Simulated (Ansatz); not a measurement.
# F on Ni(100): change of the work function, part 3 of 4

How does F on the hollow site change the work function of Ni(100) as the layer fills?

Ansatz 0.2.0; plane-wave DFT, PBE, Ansatz PAW.

So far, work function, upper face (eV): step 2 (the clean slab) 4.88; step 3 (37 atoms, coverage 0.111 ML, cell 3x3) 5.09.

## Step 4: Adsorbate added, k-mesh 6×6×1, coverage 0.25 ML

System of this step: Ni16F (F/Ni(100)). The cell holds 17 atoms: 16 Ni and 1 F. Its edges and angles: a = 4.978 Å, b = 4.978 Å, c = 23.850 Å, α = 90.0°, β = 90.0°, γ = 90.0°. Vacuum lies along c.

Another coverage, to see how the dipoles act on each other as their distance changes.

Input file input.yaml:

```yaml
crystal:
  lattice:
    - [4.9780317396, 0.0, 0.0]
    - [0.0, 4.9780317396, 0.0]
    - [0.0, 0.0, 23.8504504365]
  atoms:
    - { symbol: Ni, position: [0.25, 0.25, 0.3773513638], spin: 0.76 }
    - { symbol: Ni, position: [0.0, 0.0, 0.4511445194], spin: 0.69 }
    - { symbol: Ni, position: [0.25, 0.25, 0.5258663353], spin: 0.7 }
    - { symbol: Ni, position: [0.0, 0.0, 0.5968701365], spin: 0.76 }
    - { symbol: Ni, position: [0.25, 0.75, 0.3773513638], spin: 0.76 }
    - { symbol: Ni, position: [0.0, 0.5, 0.4511445194], spin: 0.69 }
    - { symbol: Ni, position: [0.25, 0.75, 0.5258663353], spin: 0.7 }
    - { symbol: Ni, position: [0.0, 0.5, 0.5968701365], spin: 0.76 }
    - { symbol: Ni, position: [0.75, 0.25, 0.3773513638], spin: 0.76 }
    - { symbol: Ni, position: [0.5, 0.0, 0.4511445194], spin: 0.69 }
    - { symbol: Ni, position: [0.75, 0.25, 0.5258663353], spin: 0.7 }
    - { symbol: Ni, position: [0.5, 0.0, 0.5968701365], spin: 0.76 }
    - { symbol: Ni, position: [0.75, 0.75, 0.3773513638], spin: 0.76 }
    - { symbol: Ni, position: [0.5, 0.5, 0.4511445194], spin: 0.69 }
    - { symbol: Ni, position: [0.75, 0.75, 0.5258663353], spin: 0.7 }
    - { symbol: Ni, position: [0.5, 0.5, 0.5968701365], spin: 0.76 }
    - { symbol: F, position: [0.25, 0.25, 0.6226486362] }
magnetization:
  spin_polarized: true
kpoints:
  mp_grid: { grid: [6, 6, 1] }
hamiltonian:
  xc: pbe
scf:
  occupations: { method: fermi_dirac, width: 0.1 }
  convergence: { dr2_threshold: 1.0e-08 }
efield:
  axis: 3
  dipole_correction: true
  ramp_position: 0.97
  ramp_width: 0.06
relax:
  f_tol: 0.02
  max_steps: 60
  constraints: [{ sites: [0, 1, 4, 5, 8, 9, 12, 13] }]
output:
  dos: { projected: true, e_range: [-8, 4] }
  write_potential: true
  write_density: true
  volumetric_format: npy
  elf: true
```

The run is started by

```sh
> ansatz run input.yaml --threads 4 --pin off --max-ram 16384MiB --backend cpu --events-out ev --progress --plain --runs-dir out
```

Log:

```text
[...]
Crystal: 17 atoms, lattice volume = 591.033 Å³
Basis set: ecut = 420 eV, 11563 PW (Γ), exchange–correlation on 72×72×320 points (8 copies of the dense FFT grid, shifted against one another)
Bands: 184, of which v1, the nominal top of the filled ones, is band 148 counted from 1 (147 counted from 0)
Symmetry: 8 space group operations
k-points: 10 of 36
[...]
Starting moments: Σ|m| = 11.64 μB on 16 of 17 sites
[...]
SCF iter   1: F=—  HF=-94218.635100 eV  |F-HF|=—  |Δ(HF+E_count)|=         —  Δρ=2.43e-2 (↑1.56e-2 ↓2.43e-2)  dr2=1.96e1  dr2_m=1.01e0  M=12.338 μB ∫|m|=12.856 μB  β_m=1.00  ethr=3.10e-3  p=-0.000 e·Å  D=-5.48e-7 V/Å  ΔV_dip=0.00 eV  dr2_dipole=6.04e-1  V_vac-E_F(+/−)=7.00/7.00 eV  ⟨swp⟩=10.8  Hψ=18908  notcnv=0  defer=189
[...]
SCF iter  17: F=-94235.676583 eV  HF=-94235.676583 eV  |F-HF|=2.78e-9  |Δ(HF+E_count)|=   2.76e-9  Δρ=6.91e-7 (↑1.32e-7 ↓6.91e-7)  dr2=5.77e-9  dr2_m=6.66e-10  M=10.909 μB ∫|m|=12.362 μB  ethr=3.39e-12  p=0.067 e·Å  D=2.06e-2 V/Å  ΔV_dip=-0.49 eV  dr2_dipole=1.16e-9  V_vac-E_F(+/−)=4.40/4.89 eV  ⟨swp⟩=15.3  Hψ=30839  notcnv=0
SCF 1 converged in 17 iterations: F = -94235.676583 eV  dr2 = 5.77e-9
[...]
relax step   1: F+E_penalty+E_count = -94235.67658270 eV  Δ(F+E_penalty+E_count) = +0.000e0 eV  max|allowed force component| = 5.081e0 eV/Å  Δτ_max = 0.0000 Å  (17 SCF iters, accepted)
[...]
SCF iter  18: F=-94236.487686 eV  HF=-94236.487686 eV  |F-HF|=1.69e-9  |Δ(HF+E_count)|=  4.37e-11  Δρ=2.96e-7 (↑6.72e-8 ↓2.96e-7)  dr2=1.46e-9  dr2_m=7.99e-11  M=11.043 μB ∫|m|=12.527 μB  ethr=1.00e-12  p=0.052 e·Å  D=1.60e-2 V/Å  ΔV_dip=-0.38 eV  dr2_dipole=3.13e-10  V_vac-E_F(+/−)=4.50/4.89 eV  ⟨swp⟩=11.4  Hψ=22713  notcnv=0
SCF 2 converged in 18 iterations: F = -94236.487686 eV  dr2 = 1.46e-9
[...]
relax step   2: F+E_penalty+E_count = -94236.48768605 eV  Δ(F+E_penalty+E_count) = -8.111e-1 eV  max|allowed force component| = 3.770e0 eV/Å  Δτ_max = 0.1586 Å  (18 SCF iters, accepted)
SCF iter   1: F=—  HF=-94237.202743 eV  |F-HF|=—  |Δ(HF+E_count)|=         —  Δρ=3.91e-3 (↑3.14e-3 ↓3.91e-3)  dr2=2.73e-1  dr2_m=1.59e-2  M=11.133 μB ∫|m|=12.614 μB  β_m=1.00  ethr=1.36e-3  p=0.052 e·Å  D=1.60e-2 V/Å  ΔV_dip=-0.38 eV  dr2_dipole=7.38e-2  V_vac-E_F(+/−)=4.56/4.94 eV  ⟨swp⟩=4.3  Hψ=9220  notcnv=0  defer=312
[...]
SCF iter  14: F=-94237.181305 eV  HF=-94237.181305 eV  |F-HF|=6.45e-9  |Δ(HF+E_count)|=   3.25e-8  Δρ=7.88e-7 (↑1.84e-7 ↓7.88e-7)  dr2=7.61e-9  dr2_m=8.92e-10  M=11.181 μB ∫|m|=12.677 μB  ethr=1.00e-12  p=0.016 e·Å  D=4.78e-3 V/Å  ΔV_dip=-0.11 eV  dr2_dipole=1.56e-9  V_vac-E_F(+/−)=4.77/4.89 eV  ⟨swp⟩=11.8  Hψ=25361  notcnv=0
SCF 3 converged in 14 iterations: F = -94237.181305 eV  dr2 = 7.61e-9
[...]
relax step   3: F+E_penalty+E_count = -94237.18130469 eV  Δ(F+E_penalty+E_count) = -6.936e-1 eV  max|allowed force component| = 1.936e0 eV/Å  Δτ_max = 0.1949 Å  (14 SCF iters, accepted)
[...]
relax step   4: F+E_penalty+E_count = -94237.43222535 eV  Δ(F+E_penalty+E_count) = -2.509e-1 eV  max|allowed force component| = 5.354e-1 eV/Å  Δτ_max = 0.1982 Å  (15 SCF iters, accepted)
[...]
relax step   5: F+E_penalty+E_count = -94237.46905253 eV  Δ(F+E_penalty+E_count) = -3.683e-2 eV  max|allowed force component| = 1.691e-1 eV/Å  Δτ_max = 0.1205 Å  (15 SCF iters, accepted)
[...]
relax step   6: F+E_penalty+E_count = -94237.47473174 eV  Δ(F+E_penalty+E_count) = -5.679e-3 eV  max|allowed force component| = 2.151e-2 eV/Å  Δτ_max = 0.0222 Å  (14 SCF iters, accepted)
SCF iter   1: F=—  HF=-94237.474649 eV  |F-HF|=—  |Δ(HF+E_count)|=         —  Δρ=5.56e-5 (↑4.11e-5 ↓5.56e-5)  dr2=3.37e-5  dr2_m=5.66e-6  M=11.359 μB ∫|m|=12.862 μB  β_m=1.00  ethr=1.08e-7  p=-0.060 e·Å  D=-1.84e-2 V/Å  ΔV_dip=0.44 eV  dr2_dipole=1.63e-6  V_vac-E_F(+/−)=5.33/4.89 eV  ⟨swp⟩=3.0  Hψ=6725  notcnv=0  defer=5
[...]
SCF iter   9: F=-94237.474760 eV  HF=-94237.474760 eV  |F-HF|=2.81e-9  |Δ(HF+E_count)|=   9.40e-9  Δρ=2.57e-7 (↑1.25e-7 ↓2.57e-7)  dr2=8.79e-10  dr2_m=9.76e-11  M=11.359 μB ∫|m|=12.862 μB  ethr=1.25e-12  p=-0.060 e·Å  D=-1.85e-2 V/Å  ΔV_dip=0.44 eV  dr2_dipole=4.78e-11  V_vac-E_F(+/−)=5.33/4.89 eV  ⟨swp⟩=8.6  Hψ=24596  notcnv=0
SCF 7 converged in 9 iterations: F = -94237.474760 eV  dr2 = 8.79e-10
relax step   7: F+E_penalty+E_count = -94237.47475967 eV  Δ(F+E_penalty+E_count) = -2.793e-5 eV  max|allowed force component| = 9.003e-4 eV/Å  Δτ_max = 0.0019 Å  (9 SCF iters, accepted)
[...]
SCF converged after 9 iterations
Magnetization: 11.3594 μB (153.1797 up, 141.8203 down)
Absolute magnetization: 12.8737 μB (∫|ρ↑−ρ↓|, with the PAW one-centre terms)
[...]
Per-site moments (μB) at R_I (Å): [(0.755457, 1.026719), (0.690746, 1.021268), (0.710244, 1.021268), (0.805715, 0.904984), (0.761905, 1.026719), (0.690746, 1.021268), (0.736245, 1.017580), (0.805715, 0.904984), (0.761905, 1.026719), (0.690746, 1.021268), (0.736245, 1.017580), (0.805715, 0.904984), (0.769894, 1.026719), (0.690746, 1.021268), (0.700191, 0.993785), (0.805715, 0.904984), (0.070828, 0.904984)]
Free energy (F): -94237.474760 eV
[...]
Internal energy: -94236.523462 eV  (E = F + TS)
E sigma→0 (E₀):  -94236.999111 eV
Entropy (-TS):   -0.951298 eV (-55.959 meV/atom)
Fermi energy:    1.974663 eV
Dipole field:    D = -0.018471 V/Å  (p = -0.060331 e·Å, saw-weighted, corrected)
Work function:   Φ+ = 5.3305 eV   Φ− = 4.8899 eV
[...]
--- Forces (eV/Å), atoms counted from 1 ---
  atom   1  Ni    -0.00000000     0.00000000     0.31052771
  atom   2  Ni    -0.06331311    -0.06331311    -0.32645867
  atom   3  Ni    -0.00000000     0.00000000    -0.00063916
  atom   4  Ni     0.00016379     0.00016379    -0.00000613
  atom   5  Ni    -0.00000000     0.00000000     0.33167432
  atom   6  Ni    -0.06331311     0.06331311    -0.32645867
  atom   7  Ni    -0.00000000     0.00000000     0.00028820
  atom   8  Ni     0.00016379    -0.00016379    -0.00000613
  atom   9  Ni     0.00000000     0.00000000     0.33167432
  atom  10  Ni     0.06331311    -0.06331311    -0.32645867
  atom  11  Ni     0.00000000     0.00000000     0.00028820
  atom  12  Ni    -0.00016379     0.00016379    -0.00000613
  atom  13  Ni    -0.00000000     0.00000000     0.33278405
  atom  14  Ni     0.06331311     0.06331311    -0.32645867
  atom  15  Ni    -0.00000000     0.00000000    -0.00090029
  atom  16  Ni    -0.00016379    -0.00016379    -0.00000613
  atom  17  F      0.00000000     0.00000000     0.00016515
  max |Σ_I F_I| component: 3.31e-6 eV/Å
--- Band table (eV; the first three rows and the last of 20) ---
  k-point 0 ↑: bands = [... 144 lower, 1.3836, 1.3838, 1.3838, 1.4581, 1.5307, 1.6349, 1.7829, 2.2370, ... 32 higher]
  k-point 1 ↑: bands = [... 144 lower, 1.3293, 1.3474, 1.3574, 1.4077, 1.4169, 1.5189, 1.5350, 1.6423, ... 32 higher]
  k-point 2 ↑: bands = [... 144 lower, 1.2766, 1.3140, 1.3386, 1.3420, 1.3553, 1.3958, 1.4142, 1.4491, ... 32 higher]
  k-point 9 ↓: bands = [... 144 lower, 1.7953, 1.8858, 1.8858, 2.0844, 2.2320, 2.2607, 2.2823, 2.2823, ... 32 higher]
--- Relaxed structure (7 steps of the walk, 7 accepted, 0 SCFs on fresh bases) ---
  F+E_penalty+E_count = -94237.47475967 eV   max|allowed force component| = 9.003e-4 eV/Å
  atoms:
    - { symbol: Ni, position: [0.25, 0.25, 0.377351] }
    - { symbol: Ni, position: [0.0, 0.0, 0.4511445194] }
    - { symbol: Ni, position: [0.25, 0.25, 0.524152] }
    - { symbol: Ni, position: [-0.00222143, -0.00222143, 0.597768] }
    - { symbol: Ni, position: [0.25, 0.750000, 0.377351] }
    - { symbol: Ni, position: [0.0, 0.5, 0.4511445194] }
    - { symbol: Ni, position: [0.25, 0.750000, 0.525297] }
    - { symbol: Ni, position: [-0.00222143, 0.502221, 0.597768] }
    - { symbol: Ni, position: [0.750000, 0.25, 0.377351] }
    - { symbol: Ni, position: [0.5, 0.0, 0.4511445194] }
    - { symbol: Ni, position: [0.750000, 0.25, 0.525297] }
    - { symbol: Ni, position: [0.502221, -0.00222143, 0.597768] }
    - { symbol: Ni, position: [0.750000, 0.750000, 0.377351] }
    - { symbol: Ni, position: [0.5, 0.5, 0.4511445194] }
    - { symbol: Ni, position: [0.750000, 0.750000, 0.528095] }
    - { symbol: Ni, position: [0.502221, 0.502221, 0.597768] }
    - { symbol: F, position: [0.25, 0.25, 0.651793] }
```

Elapsed: 14 min, on 4 threads of Arm Neoverse V1, shared host; peak memory 3.5 GiB.

Relaxation path:

```csv
step,energy less that of the first step (eV),largest force component (eV/Å)
1,0.0000,5.0812
2,-0.8111,3.7703
3,-1.5047,1.9358
4,-1.7556,0.5354
5,-1.7925,0.1691
6,-1.7981,0.0215
7,-1.7982,0.0009
```

Forces are held to the 8 operations that the program found; a distortion that breaks them can't arise in this run.

The atoms that moved most (Å):

```csv
atom,dx,dy,dz,length
F17,0.000,0.000,0.695,0.695
Ni15,0.000,0.000,0.053,0.053
Ni3,0.000,0.000,-0.041,0.041
Ni16,0.011,0.011,0.021,0.027
Ni12,0.011,-0.011,0.021,0.027
Ni8,-0.011,0.011,0.021,0.027
Ni4,-0.011,-0.011,0.021,0.027
Ni11,0.000,0.000,-0.014,0.014
```

Final coordinates:

```cif
data_structure
_symmetry_space_group_name_H-M 'P 1'
_symmetry_Int_Tables_number 1
_cell_length_a 4.9780
_cell_length_b 4.9780
_cell_length_c 23.8505
_cell_angle_alpha 90.000
_cell_angle_beta 90.000
_cell_angle_gamma 90.000
_cell_volume 591.03
loop_
_atom_site_label
_atom_site_type_symbol
_atom_site_fract_x
_atom_site_fract_y
_atom_site_fract_z
_atom_site_occupancy
Ni1 Ni 0.25000 0.25000 0.37735 1
Ni2 Ni 0.00000 0.00000 0.45114 1
Ni3 Ni 0.25000 0.25000 0.52415 1
Ni4 Ni 0.99778 0.99778 0.59777 1
Ni5 Ni 0.25000 0.75000 0.37735 1
Ni6 Ni 0.00000 0.50000 0.45114 1
Ni7 Ni 0.25000 0.75000 0.52530 1
Ni8 Ni 0.99778 0.50222 0.59777 1
Ni9 Ni 0.75000 0.25000 0.37735 1
Ni10 Ni 0.50000 0.00000 0.45114 1
Ni11 Ni 0.75000 0.25000 0.52530 1
Ni12 Ni 0.50222 0.99778 0.59777 1
Ni13 Ni 0.75000 0.75000 0.37735 1
Ni14 Ni 0.50000 0.50000 0.45114 1
Ni15 Ni 0.75000 0.75000 0.52810 1
Ni16 Ni 0.50222 0.50222 0.59777 1
F17 F 0.25000 0.25000 0.65179 1
```

This step gave:

```yaml
energy_at_zero_smearing: -94236.9991 eV
total_moment: 11.36 μB
work_function_upper_face: 5.331 eV
dipole_along_the_normal: -0.06033 e·Å
step_between_the_vacuum_levels: 0.4406 eV
```

The density of states has structure finer than the step of the table below, so its rows give means over 0.25 eV. Peaks (eV: height): total -2.260: 53.9, -2.140: 65.0, -1.530: 65.6, -1.440: 58.0, -1.170: 57.0, -0.840: 65.6, -0.630: 87.2; up -2.260: 41.0, -2.140: 44.0, -1.680: 34.0, -1.170: 33.5, -0.840: 40.7, -0.720: 38.5, -0.630: 62.3; down -1.530: 42.0, -1.440: 31.7, -0.930: 31.4, -0.660: 31.1, -0.480: 29.2, -0.090: 32.3, 0.180: 36.4.

The density of states by energy, zero at the Fermi level; means over each step; values in states/eV a cell:

```csv
energy (eV),total,up,down
-7.75,1.12,0.565,0.551
-7.50,1.10,0.553,0.543
-7.25,1.18,0.596,0.583
-7.00,1.40,0.718,0.681
-6.75,2.96,1.55,1.42
-6.50,3.66,1.90,1.76
-6.25,3.47,2.19,1.28
-6.00,9.56,6.25,3.31
-5.75,9.42,3.78,5.64
-5.50,4.41,1.50,2.92
-5.25,4.55,2.48,2.07
-5.00,5.02,2.75,2.27
-4.75,5.27,3.12,2.16
-4.50,9.12,6.30,2.82
-4.25,11.6,7.34,4.24
-4.00,18.3,12.1,6.27
-3.75,23.2,16.3,6.86
-3.50,21.4,14.1,7.27
-3.25,30.2,12.6,17.6
-3.00,27.3,15.2,12.1
-2.75,24.6,14.4,10.2
-2.50,35.5,20.0,15.5
-2.25,41.7,28.7,13.0
-2.00,32.8,17.9,14.9
-1.75,40.9,23.8,17.1
-1.50,49.4,23.6,25.8
-1.25,45.3,27.1,18.2
-1.00,50.8,28.2,22.6
-0.75,60.8,37.4,23.4
-0.50,37.7,13.5,24.2
-0.25,28.0,4.14,23.8
0.00,28.7,2.59,26.1
0.25,26.0,2.42,23.6
0.50,9.49,2.84,6.65
0.75,5.42,1.93,3.49
1.00,6.06,2.88,3.18
1.25,6.16,3.33,2.83
1.50,5.28,2.22,3.06
1.75,5.86,2.60,3.26
```

Projected DOS per atom over height of the atomic layer and energy from the Fermi level. Layers: Ni4 Ni4 Ni4 Ni4 F from below.

Ten even steps from '0' (0.02 states/eV) to '9' (5.43 states/eV), each cell a mean:
```
00000
00000
00000
11120
42230
54340
75460
54450
43340
44440
23320
23320
13310
02210
01100
00001
00004
00009
00001
00000
00000
00000
```
Columns: height of the atomic layer (Å) from 9 to 15.5 (not evenly spaced); rows upwards: energy from the Fermi level (eV) from -7.96 to 1.95.

Projected DOS per atom, spin up over height of the atomic layer and energy from the Fermi level. Layers: Ni4 Ni4 Ni4 Ni4 F from below.

Ten even steps from '0' (0.01 states/eV) to '9' (3.09 states/eV), each cell a mean:
```
00000
00000
00000
00000
00000
33330
75560
54350
52240
44540
33320
22220
23420
12210
01100
00001
00002
00009
00001
00000
00000
00000
```
Columns: height of the atomic layer (Å) from 9 to 15.5 (not evenly spaced); rows upwards: energy from the Fermi level (eV) from -7.96 to 1.95.

Projected DOS per atom, spin down over height of the atomic layer and energy from the Fermi level. Layers: Ni4 Ni4 Ni4 Ni4 F from below.

Ten even steps from '0' (0.01 states/eV) to '9' (2.34 states/eV), each cell a mean:
```
00000
00000
00000
33340
85670
75470
74460
65560
34430
34330
12320
24520
12210
01100
00000
00002
00007
00009
00001
00000
00000
00000
```
Columns: height of the atomic layer (Å) from 9 to 15.5 (not evenly spaced); rows upwards: energy from the Fermi level (eV) from -7.96 to 1.95.

Site moment by atom:

```csv
atom,site moment (μB)
Ni1,0.755
Ni2,0.691
Ni3,0.710
Ni4,0.806
Ni5,0.762
Ni6,0.691
Ni7,0.736
Ni8,0.806
Ni9,0.762
Ni10,0.691
Ni11,0.736
Ni12,0.806
Ni13,0.770
Ni14,0.691
Ni15,0.700
Ni16,0.806
F17,0.071
```

Spin density in the ca plane at fractional y = 0.250, with atoms of Ni and F within 0.2 Å of it.

Values in e/Å³, 7 rows by 16 columns, each cell a mean:
```
0.0 0.0 0.1 0.0 0.0 0.1 0.0 0.0 0.0 0.0 0.0 0.0 0.0 0.0 0.0 0.0
0.0 0.1 1.1 0.0 0.0 0.9 0.3 0.0 0.0 0.0 0.0 0.0 0.0 0.0 0.0 0.0
0.0 0.0 0.2 0.0 0.0 0.2 0.1 0.0 0.0 0.0 0.0 0.0 0.0 0.0 0.0 0.0
0.0 0.0 0.0 0.0 0.0 0.0 0.0 0.0 0.0 0.0 0.0 0.0 0.0 0.0 0.0 0.0
0.0 0.1 0.5 0.0 0.0 0.4 0.1 0.0 0.0 0.0 0.0 0.0 0.0 0.0 0.0 0.0
0.0 0.1 0.8 0.0 0.0 0.7 0.2 0.0 0.1 0.0 0.0 0.0 0.0 0.0 0.0 0.0
0.0 0.0 0.0 0.0 0.0 0.0 0.0 0.0 0.0 0.0 0.0 0.0 0.0 0.0 0.0 0.0
```
Columns run along c (16.0 Å, from fractional 0.29 to 0.96 of the cell), rows up along a (5.0 Å). Atoms in or near the plane, at fractional coordinates: Ni at (0.38, 0.25), Ni at (0.52, 0.25), Ni at (0.38, 0.75), Ni at (0.53, 0.75), F at (0.65, 0.25).

Valence density in the ca plane at fractional y = 0.250, with atoms of Ni and F within 0.2 Å of it. It is the smooth field of the valence electrons, not physical close to the nuclei.

Ten steps, logarithmic in the rise over the least value, from '0' (0 e/Å³) to '9' (45 e/Å³), each cell a mean:
```
00000111111111111111100000000000000000000000
00001454110001255310000000000000000000000000
00003797310001589510000000000000000000000000
00003797310001588510000000000000000000000000
00001454110001255310000000000000000000000000
00000111111111111111100000000000000000000000
00000111111111111101100000000000000000000000
00001232110001133110001221000000000000000000
00003685210001477410012453100000000000000000
00014897310002699510013675100000000000000000
00002675210001477410012453100000000000000000
00001232110111122110001221000000000000000000
00000111111111111101100000000000000000000000
```
Columns run along c (16.0 Å, from fractional 0.29 to 0.96 of the cell), rows up along a (5.0 Å). Atoms in or near the plane, at fractional coordinates: Ni at (0.38, 0.25), Ni at (0.52, 0.25), Ni at (0.38, 0.75), Ni at (0.53, 0.75), F at (0.65, 0.25).

Electrostatic potential energy in the ca plane at fractional y = 0.250, with atoms of Ni and F within 0.2 Å of it. With pseudopotentials it is smooth inside the atoms' cores, unlike the true potential.

Ten even steps from '0' (-57 eV) to '9' (7 eV), each cell a mean:
```
99999878999999888899999999999999999999999999
99997324799998622589999999999999999999999999
99984001699997200279999999999999999999999999
99984001699997200279999999999999999999999999
99997424899998633589999999999999999999999999
99999878999999887899999999999999999999999999
99999889999899988999889999999999999999999999
99998656899999755799999889999999999999999999
99986102699998300489998436999999999999999999
99984000599997200279996224999999999999999999
99986102699998300489998436999999999999999999
99998657899999755799999889999999999999999999
99999989999899988999889999999999999999999999
```
Columns run along c (16.0 Å, from fractional 0.29 to 0.96 of the cell; values clipped at the 3rd and 97th percentile), rows up along a (5.0 Å). Atoms in or near the plane, at fractional coordinates: Ni at (0.38, 0.25), Ni at (0.52, 0.25), Ni at (0.38, 0.75), Ni at (0.53, 0.75), F at (0.65, 0.25).

The relaxation took 7 steps and lowered the energy by 1.8 eV; the largest force on the free atoms ends at 9.0e-4 eV/Å.

By hand: a sheet of dipoles makes a step −p/(ε₀A) in the electron's potential. With e/ε₀ = 180.95 V·Å, p = -0.06033 e·Å and A = 24.78 Å², that is −180.95 × (-0.06033) / 24.78 = +0.441 eV, and the two vacuum levels of the run differ by +0.441 eV.

The covered face has 5.33 eV, +0.45 eV against the clean one; the bare back face has moved by +0.01 eV, a measure of how thin the slab is.

(Part 3 of 4 ends here.)

[Long decimals in the printed logs are rounded to 6 places.]

[Logs are printed without paths, hosts, clocks, repeated set-up lines and the standing remarks that a program may print on its own settings, such as how far it seeks lower states.]

[Hosts, paths, dates, database ids (printed as entryN), source tags and the programs' standing remarks are cut or masked in the printed files.]

[Maps of the electrostatic potential energy from Ansatz leave out the sawtooth potential of an applied field or a dipole correction, so their vacuum need not be flat; planar profiles and work functions include it.]

[The density of states shown here was stored with 400 of the rows of the run's finer table, so its peaks can read low, often by over a quarter, or be missed, and its means over a window can be off by a tenth or more.]
